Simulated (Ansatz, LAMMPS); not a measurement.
# Amorphous polycarbonate of ethylene (as short chains C26O24H38) at 300 K (176 atoms): a single point

Wanted: forces, charges and levels of amorphous polycarbonate of ethylene (as short chains C26O24H38) at 300 K (176 atoms).

Method: Kohn-Sham DFT, PBE+D3(BJ), PAW (set soft_2), plane waves, in Ansatz 0.2.0.

## (1) Starting point

The cell holds 176 atoms: 52 C, 48 O and 76 H. Cell: a = 11.946 Å, b = 11.946 Å, c = 11.946 Å, α = 90.0°, β = 90.0°, γ = 90.0°. 2 polycarbonate of ethylene chains of 8 units with methyl end groups placed at random, at 1.43 g/cm³; overlaps pushed apart, then 20 ps at 800 K with MMFF94 bonds, angles, torsions, charges and radii (Halgren, J. Comput. Chem. 17, 490 (1996)) in harmonic and 12-6 forms. Snapshot after 30 ps at 300 K and fixed volume.

Limits known from the start: The network of contacts between molecules at the start is that of the classical potential that made the cell, and needn't be the one that DFT or experiment would give. The density was typed from a rule of thumb and may lie off the real one at this temperature. Only the Γ point is sampled, in a cell whose shortest periodic width is 12 Å.

## (2) Making the structure

A classical potential makes the cell, at a small fraction of what the same run would cost in DFT.

This step: classical MD, MMFF94 bonds, angles, torsions, charges and radii (Halgren, J. Comput. Chem. 17, 490 (1996)) in harmonic and 12-6 forms; charges of ions scaled by 0.8 (LAMMPS 22 Jul 2025 - Update 4).

Contents of in.lmp:

```
# amorphous polycarbonate of ethylene
units real
atom_style full
boundary p p p
bond_style harmonic
angle_style harmonic
dihedral_style opls
improper_style harmonic
special_bonds lj 0 0 0.5 coul 0 0 0.75
read_data data.lmp
neigh_modify delay 0 every 1 check yes one 4000
comm_modify cutoff 12.0
timestep 0.5
thermo_style custom step time temp pe press density
thermo_modify norm yes
# push overlapping molecules apart
pair_style soft 2.6
pair_coeff * * 0.0
variable a equal ramp(1,60)
fix ad all adapt 1 pair soft a * * v_a
velocity all create 800 649890 mom yes dist gaussian
fix lim all nve/limit 0.03
fix lan all langevin 800 800 50 649891 zero yes
thermo 1000
run 3000 post no
unfix ad
pair_style lj/cut/coul/long 9.0
pair_modify mix arithmetic tail yes
pair_coeff 1 1 0.0678 3.3680   # C
pair_coeff 2 2 0.0763 3.0430   # O
pair_coeff 3 3 0.0678 3.4070   # C
pair_coeff 4 4 0.0763 2.9870   # O
pair_coeff 5 5 0.0216 2.5400   # H
kspace_style pppm 1.0e-4
# [... 17 lines left out ...]
compute msd all msd com yes
thermo 7500
fix md all nvt temp 300 300 100
run 30000 post no
print "== T300: mean square displacement over the hold $(c_msd[4]:%.2f) A^2"
unfix md
uncompute msd
write_dump all custom T300.dump id type xs ys zs modify sort id
```

Started as:

```sh
$ lmp -in in.lmp -log none -nocite
```

Numbers of over 12 decimals in the logs are rounded to 6 here.

Log:

```text
LAMMPS (22 Jul 2025 - Update 4)
Reading data file ...
  orthogonal box = (0 0 0) to (11.94603 11.94603 11.94603)
  176 atoms
  orthogonal box = (0 0 0) to (11.94603 11.94603 11.94603)
  174 bonds
  296 angles
  322 dihedrals
  16 impropers
   Step          Time           Temp          PotEng         Press         Density
         0   0              800            1.1009733      4926.3902      1.4309982
      1000   500            700.53063      3.1978545      35616.122      1.4309982
      2000   1000           660.65701      3.109145       44364.109      1.4309982
      3000   1500           661.83698      3.1157164      42991.731      1.4309982
[... 29 lines left out ...]
Loop time of 16.6379 s on 1 MPI rank(s) for 20000 steps with 176 atoms
   Step          Time           Temp          PotEng         Press         Density
[... 4 lines left out ...]
Loop time of 16.3101 s on 1 MPI rank(s) for 20000 steps with 176 atoms
   Step          Time           Temp          PotEng         Press         Density
[... 2 lines left out ...]
     52500   51500          304.2816      -2.8738083      15639.743      1.4309982
     60000   59000          313.85052     -2.8191756      4901.9932      1.4309982
     67500   66500          263.66014     -2.9487522      11177.369      1.4309982
     72000   71000          288.71663     -2.8780049      5883.0689      1.4309982
Loop time of 23.8203 s on 1 MPI rank(s) for 30000 steps with 176 atoms
== T300: mean square displacement over the hold 1.45 A^2
```

The job ended after 60 s (1 thread of Arm Neoverse V1, shared host; peak memory 0.13 GiB).

The input also reads data.lmp (atoms, bonds and types; not printed here).

## (3) Plane-wave single point

The electrons are solved once, with the atoms held.

Contents of input.yaml:

```yaml
crystal:
  lattice:
    - [11.94603, 0.0, 0.0]
    - [0.0, 11.94603, 0.0]
    - [0.0, 0.0, 11.94603]
  atoms:
    - { symbol: C, position: [0.11076, 0.8693, 0.46488] }
    - { symbol: O, position: [0.00765, 0.92398, 0.49429] }
    - { symbol: C, position: [0.96514, 0.89061, 0.59448] }
    - { symbol: O, position: [0.8889, 0.9396, 0.63921] }
    - { symbol: O, position: [0.02268, 0.80027, 0.64447] }
    - { symbol: C, position: [0.98946, 0.7716, 0.7531] }
    - { symbol: C, position: [0.8937, 0.68488, 0.75186] }
    - { symbol: O, position: [0.8504, 0.67574, 0.86753] }
    - { symbol: C, position: [0.78502, 0.58628, 0.8806] }
    - { symbol: O, position: [0.75656, 0.51886, 0.80703] }
    - { symbol: O, position: [0.73723, 0.58399, 0.9844] }
    - { symbol: C, position: [0.64933, 0.50706, 0.01001] }
    - { symbol: C, position: [0.69234, 0.40895, 0.08443] }
    - { symbol: O, position: [0.74405, 0.32802, 0.01523] }
    - { symbol: C, position: [0.85843, 0.34134, 0.00711] }
    - { symbol: O, position: [0.91255, 0.42174, 0.04088] }
    - { symbol: O, position: [0.89383, 0.26062, 0.93519] }
    - { symbol: C, position: [0.99355, 0.29209, 0.88078] }
    - { symbol: C, position: [0.97968, 0.39978, 0.80904] }
    - { symbol: O, position: [0.07121, 0.41031, 0.73645] }
    - { symbol: C, position: [0.04836, 0.3516, 0.63653] }
    - { symbol: O, position: [0.96974, 0.2883, 0.61843] }
    - { symbol: O, position: [0.11393, 0.38241, 0.54989] }
    - { symbol: C, position: [0.19317, 0.46774, 0.57272] }
    - { symbol: C, position: [0.14605, 0.59183, 0.58702] }
    - { symbol: O, position: [0.23581, 0.66972, 0.58779] }
    - { symbol: C, position: [0.27716, 0.68538, 0.69084] }
    - { symbol: O, position: [0.25317, 0.63189, 0.77568] }
    - { symbol: O, position: [0.36059, 0.7671, 0.68951] }
    - { symbol: C, position: [0.42562, 0.77032, 0.79414] }
    - { symbol: C, position: [0.3642, 0.83076, 0.88608] }
    - { symbol: O, position: [0.4198, 0.79974, 0.98619] }
    [... 138 atom lines left out ...]
    - { symbol: H, position: [0.68278, 0.50292, 0.42062] }
    - { symbol: H, position: [0.70398, 0.69988, 0.44522] }
    - { symbol: H, position: [0.77351, 0.63166, 0.5523] }
    - { symbol: H, position: [0.66352, 0.78965, 0.63695] }
    - { symbol: H, position: [0.54176, 0.73445, 0.57595] }
    - { symbol: H, position: [0.60959, 0.66995, 0.6843] }
kpoints:
  mp_grid: { grid: [1, 1, 1] }
hamiltonian:
  xc: pbe
  dispersion: d3bj
scf:
  occupations: { method: fixed }
output:
  forces: true
  stress: true
  populations: true
  dos:
    method: { smearing: { sigma: 0.08 } }
    de: 0.1
    projected: { site_lists: { C: [C], H: [H], O: [O] } }
  eigenvalues: true
  write_density: true
  write_potential: true
  volumetric_format: npy
```

Started as:

```sh
$ ansatz run input.yaml --threads 8 --pin off --max-ram 15872MiB --backend cpu --events-out ev --progress --plain --runs-dir out
```

Log:

```text
Engine: ansatz 0.2.0, aarch64-unknown-linux-gnu
Pseudopotentials: kind: paw
Pseudopotential: C, paw, valence charge 4, recommended cutoff 420 eV (normal), C.paw.azcp
Pseudopotential: O, paw, valence charge 6, recommended cutoff 420 eV (normal), O.paw.azcp
Pseudopotential: H, paw, valence charge 1, recommended cutoff 420 eV (normal), H.paw.azcp
[... 5 lines on functional and potentials left out ...]
Crystal: 176 atoms, lattice volume = 1704.790 Å³
Basis set: ecut = 420 eV, 33371 PW (Γ), exchange–correlation on 160×160×160 points (8 copies of the dense FFT grid, shifted against one another)
Bands: 462, of which v1, the nominal top of the filled ones, is band 286 counted from 1 (285 counted from 0)
Symmetry: 1 space group operations
Space group: P1 (ITA 1), of the structure as read, at distance tolerance 1.2e-4 Å
k-points: 1
[... 7 lines on functional and potentials left out ...]
Initial density: superposition of atomic densities (neutral atoms: chi_scale 0, normalization atom), corrected by the library's trained network
Initial wavefunctions: pseudopotential atomic-orbital guess
Functional: x = pbe(κ = 0.804, μ = 0.219515), c = pbe(β = 0.066725)
SCF iter   1: F=—  HF=-41474.490556 eV  |F-HF|=—  |Δ(HF+E_count)|=         —  Δρ=5.20e-3  dr2=5.06e-1  ethr=1.77e-3  ⟨swp⟩=5.0  Hψ=1586  notcnv=0  defer=173
preconditioner: auto → Resta (q_TF=auto, 2.274 Å⁻¹)  ε∞=2.5  [insulator: Δε(μ)=5.250 eV  Ē_g=17.277 eV  n_scr=340 (ndim 8)  ℏωp=21.5 eV  f_vac=0.214  ε∞_Penn≈2.5]
SCF iter   2: F=—  HF=-41474.410445 eV  |F-HF|=—  |Δ(HF+E_count)|=   8.01e-2  Δρ=2.63e-3  dr2=1.05e-1  ethr=8.85e-5  ⟨swp⟩=3.0  Hψ=820  notcnv=0  defer=174
SCF iter   3: F=—  HF=-41474.412667 eV  |F-HF|=—  |Δ(HF+E_count)|=   2.22e-3  Δρ=1.46e-3  dr2=3.95e-2  ethr=1.83e-5  ⟨swp⟩=3.0  Hψ=572  notcnv=0  defer=174
SCF iter   4: F=—  HF=-41474.407813 eV  |F-HF|=—  |Δ(HF+E_count)|=   4.85e-3  Δρ=4.69e-4  dr2=4.51e-3  ethr=6.90e-6  ⟨swp⟩=3.0  Hψ=573  notcnv=0  defer=174
SCF iter   5: F=—  HF=-41474.407579 eV  |F-HF|=—  |Δ(HF+E_count)|=   2.34e-4  Δρ=1.76e-4  dr2=6.25e-4  ethr=7.89e-7  ⟨swp⟩=2.0  Hψ=572  notcnv=0  defer=174
SCF iter   6: F=—  HF=-41474.407599 eV  |F-HF|=—  |Δ(HF+E_count)|=   2.04e-5  Δρ=1.08e-4  dr2=1.73e-4  ethr=1.09e-7  ⟨swp⟩=2.0  Hψ=580  notcnv=0  defer=174
SCF iter   7: F=—  HF=-41474.407584 eV  |F-HF|=—  |Δ(HF+E_count)|=   1.57e-5  Δρ=2.89e-5  dr2=1.18e-5  ethr=3.02e-8  ⟨swp⟩=2.0  Hψ=569  notcnv=0  defer=173
SCF iter   8: F=—  HF=-41474.407597 eV  |F-HF|=—  |Δ(HF+E_count)|=   1.33e-5  Δρ=1.63e-5  dr2=3.80e-6  ethr=2.06e-9  ⟨swp⟩=2.0  Hψ=740  notcnv=0  defer=173
SCF iter   9: F=—  HF=-41474.407597 eV  |F-HF|=—  |Δ(HF+E_count)|=   1.09e-7  Δρ=4.24e-6  dr2=2.53e-7  ethr=6.65e-10  ⟨swp⟩=2.0  Hψ=570  notcnv=0  defer=173
SCF iter  10: F=-41474.407597 eV  HF=-41474.407597 eV  |F-HF|=2.25e-9  |Δ(HF+E_count)|=   1.42e-7  Δρ=1.77e-6  dr2=4.64e-8  ethr=1.75e-11  ⟨swp⟩=20.0  Hψ=4244  notcnv=0
SCF 1 converged in 10 iterations: F = -41474.407597 eV  dr2 = 4.64e-8
  greatest PAW one-centre occupation: 0.880 electrons in one spin orbital (limit 2), on the O atom at site 33 (counted from 0), in its partial waves of l = 0
WARN: The input density's exchange-correlation potential varies sharply where the density is thin. Do not read a vacuum level from v_tot or v_xc, or from such a field of the output density. On a cell that repeats whose density bears no net charge and no dipole along the vacuum's axis use v_es (v_loc + v_h of the components); [...]
SCF converged after 10 iterations
Free energy (F): -41474.407597 eV
Harris-Foulkes:  -41474.407597 eV  (|F-HF|=2.25e-9)
Internal energy: -41474.407597 eV  (E = F + TS)
E sigma→0 (E₀):  -41474.407597 eV
Fermi energy:    -0.116465 eV
--- Per-component energies (eV) ---
  E_band       = -4482.546190
  E_kinetic    = 14204.247132
  E_local      = -45265.324267  (includes V_loc(G=0)·N_el)
  E_nonlocal   = 3851.236714
  E_hartree    = 16652.577075
  E_xc         = -6687.658774
  E_vxc        = -8445.041122  (∫ρ·V_xc dr)
  E_paw        = -12805.211967  (= ΣΔE_a)
  E_vpaw       = -2132.829112  (= ΣTr[D̂ρ^β])
  E_aug_tail   = 0.011964  (compensation charges beyond the density's cutoff)
  E_ewald      = -11414.167531
  E_disp       = -10.117944  (pairwise vdW)
  E_smearing   = -0.000000  (= −TS)
  E_closure    = 0.000000  (closes the sum)
  Σ components = -41474.407597   (vs F -41474.407597, Δ=0.00e0)
--- Forces (eV/Å), atoms counted from 1 ---
  atom   1  C      1.16634258     1.51401870     2.99039489
  atom   2  O     -0.37270244    -1.21337326     1.02113432
  atom   3  C      0.29382124    -0.10356342     1.00025677
  atom   4  O      0.03489966    -0.25037999    -0.38808520
  atom   5  O     -0.43577450     1.09994795    -2.17179330
  atom   6  C     -0.61962910    -0.64703879     1.03501880
  atom   7  C      0.54354840     1.65411780     0.46803273
  atom   8  O      0.60343738    -0.51964806    -0.70386767
  atom   9  C     -2.53751236    -1.47884014    -0.47813370
  atom  10  O      0.82889571     0.89398758     0.65772077
  atom  11  O      1.30159822     1.45526723     0.18026938
  atom  12  C      1.29485938    -2.41234714    -1.87674890
  atom  13  C     -1.26774856     0.71067274    -0.65649640
  atom  14  O      1.95893784    -0.54552217     0.29699626
[...]
atom 175  H     -0.53447593     0.27390024    -0.22339935
  atom 176  H     -0.13531481    -1.05220313     0.91584472
  max |Σ_I F_I| component: 7.75e-5 eV/Å
--- Stress (GPa, compression-positive) ---
        2.950927      -0.610737      -1.006232
       -0.610736       0.743038      -0.001797
       -1.006230      -0.001798       0.730992
  P = ⅓ Tr σ = 1.4750 GPa (14.750 kbar)
--- Band table (eV) ---
  k-point 0: bands = ["-23.3579", "-22.9231", "-22.8612", "-22.7928", [... 446 levels ...], "12.3676", "12.4012", "12.4887", "12.5002", "12.5218", "12.5633", "12.5911", "12.6380", "12.6408", "12.6775", "12.7028", "12.7350"]
--- Löwdin populations: 176 sites ---
  site symbol       q [e]
     0      C      4.2401
     1      O      6.2646
     2      C      3.3112
[...]
175      H      0.8118
  spilling = 0.012514 (of n_electrons = 572.000000)
```

Elapsed: 21 s, on 8 threads of Arm Neoverse V1, shared host; peak memory 2.4 GiB.

The column dr2 measures how far the density is from self-consistency, as an energy; F and HF (Harris–Foulkes) agree once it is small.

The program notes that the exchange-correlation potential is rough where the density is thin.

Read from the output:

- free energy: -41474.4076 eV
- free energy per atom: -235.6500 eV/atom
- SCF cycles: 10
- pressure: 1.475 GPa
- r.m.s. force component: 0.9313 eV/Å
- longest force: 3.844 eV/Å
- Fermi energy: -0.1165 eV
- gap (highest filled to lowest empty level): 5.04 eV
- spilling of the projection: 0.01251

Neighbours are counted within 1.34 Å (H-C), 1.85 Å (C-C), 1.73 Å (C-O).

Length of the force by element and coordination:

```tsv
element	coordination	atoms	mean length of the force (eV/Å)	spread	least	most
C	all	52	1.98	0.724	0.511	3.84
C	3	16	1.88	0.758	0.868	3.84
C	4	36	2.03	0.704	0.511	3.55
H	all	76	1	0.617	0.152	3.22
O	all	48	1.45	0.659	0.463	3.06
O	1	16	1.43	0.693	0.463	3.06
O	2	32	1.46	0.641	0.575	2.81
```

Löwdin charges by element and coordination (they lack the spilled electrons, 0.041 e an atom on average):

```tsv
element	coordination	atoms	mean charge (e)	spread	least	most
C	all	52	0.137	0.383	-0.481	0.715
C	3	16	0.696	0.0111	0.680	0.715
C	4	36	-0.112	0.105	-0.481	-0.0481
H	all	76	0.203	0.0161	0.170	0.245
O	all	48	-0.320	0.0808	-0.475	-0.230
O	1	16	-0.431	0.0232	-0.475	-0.384
O	2	32	-0.265	0.0181	-0.301	-0.230
```

States in the cell by windows of 1 eV, zero at the Fermi level; the larger projections on atomic orbitals stand beside the total:

```tsv
from (eV)	to (eV)	total	O p	C p	H s	O s	C s
-14	-13	17.4	4.0	1.7	2.7	0.4	8.4
-13	-12	13.4	2.6	1.5	2.3	0.7	6.1
-12	-11	13.6	4.6	2.0	1.9	0.4	4.5
-11	-10	11.9	3.4	2.2	1.9	0.5	3.8
-10	-9	9.9	2.6	2.1	1.9	0.4	2.8
-9	-8	23.5	6.0	7.6	3.9	1.9	3.7
-8	-7	37.6	12.9	14.0	5.0	2.4	2.6
-7	-6	38.2	17.1	13.7	3.0	2.9	0.7
-6	-5	50.7	22.8	17.1	4.5	4.6	1.0
-5	-4	50.8	19.9	20.9	6.7	2.1	0.5
-4	-3	45.7	19.2	18.0	6.1	1.6	0.3
-3	-2	50.9	22.3	16.4	9.1	2.1	0.3
-2	-1	54.6	36.3	9.7	7.1	0.6	0.3
-1	0	54.9	45.3	5.7	3.1	0.1	0.2
0	1	0.9	0.7	0.1	0.0	0.0	0.0
1	4	0.0	0.0	0.0	0.0	0.0	0.0
4	5	0.6	0.2	0.3	0.0	0.0	0.0
```

The curve was stored every 0.100 eV, coarse against its broadening of 0.08 eV, so these counts are rough.

With fixed occupations the program's Fermi level is the highest filled level; weight inside the gap is the broadening of levels at its edges.

Between -24 and -14 eV lie 98 more states.

The levels nearest the highest filled one (over half full), pooled over k-points and spins:

```tsv
level less the highest filled one (eV)	occupation
-0.379	2
-0.363	2
-0.281	2
-0.234	2
-0.120	2
0	2
5.04	0
5.24	0
5.28	0
5.34	0
5.36	0
5.39	0
```

Electrostatic potential energy in the ac plane at fractional y = 0.132, with atoms of O and C and H within 0.2 Å of it. With pseudopotentials it is smooth inside the atoms' cores, unlike the true potential.

Ten even steps from '0' (-45 eV) to '9' (7 eV), each cell a mean:
```
9999999999999999999999999999999999
9999645999999999999999999999999999
9999524899999999999997689999999999
9999877899999999999997554664799999
9999887689999999999998600143799999
9999972028999999999999731379999999
9999971017999999999999865789999999
9999985358999988767766510589999999
9999871006886224535100443416999999
9999873026774002667312788757999999
9999998788887557999989999999999999
9999999999999999999999999999999999
9999999999999999999999999999999999
9999999999999999999999999989999999
9999999999999999999999999888999999
9985369999999999999999999999999999
8750017999985799999999999999999998
3012259999972699986578667999999987
3016899999999999850013002899999997
4137999999999999851025214899999998
1006888899999999987789999999999997
4247888889999999999999999999999999
9999999999999999999999999999999999
9999999999999999999999999999999999
```
Columns run along a (11.9 Å; values clipped at the 3rd and 97th percentile), rows up along c (11.9 Å). Atoms in or near the plane, at fractional coordinates: O at (0.67, 0.21), C at (0.56, 0.20), H at (0.36, 0.28), C at (0.71, 0.79), O at (0.60, 0.62), O at (0.41, 0.60), C at (0.22, 0.62), O at (0.21, 0.74), O at (0.04, 0.13), O at (0.12, 0.30), H at (0.80, 0.82), H at (0.77, 0.63).

(Part 1 of 2 ends here.)

[Logs are printed without paths, hosts, clocks, repeated set-up lines and the standing remarks that a program may print on its own settings, such as how far it seeks lower states.]

[Hosts, paths, dates, database ids (printed as entryN), source tags and the programs' standing remarks are cut or masked in the printed files.]

[The MMFF94 radii named for the starting cell were scaled by 0.96; in molecules described by MMFF94, hydrogen bound to N, O or S took a small fixed 12-6 site in their place.]
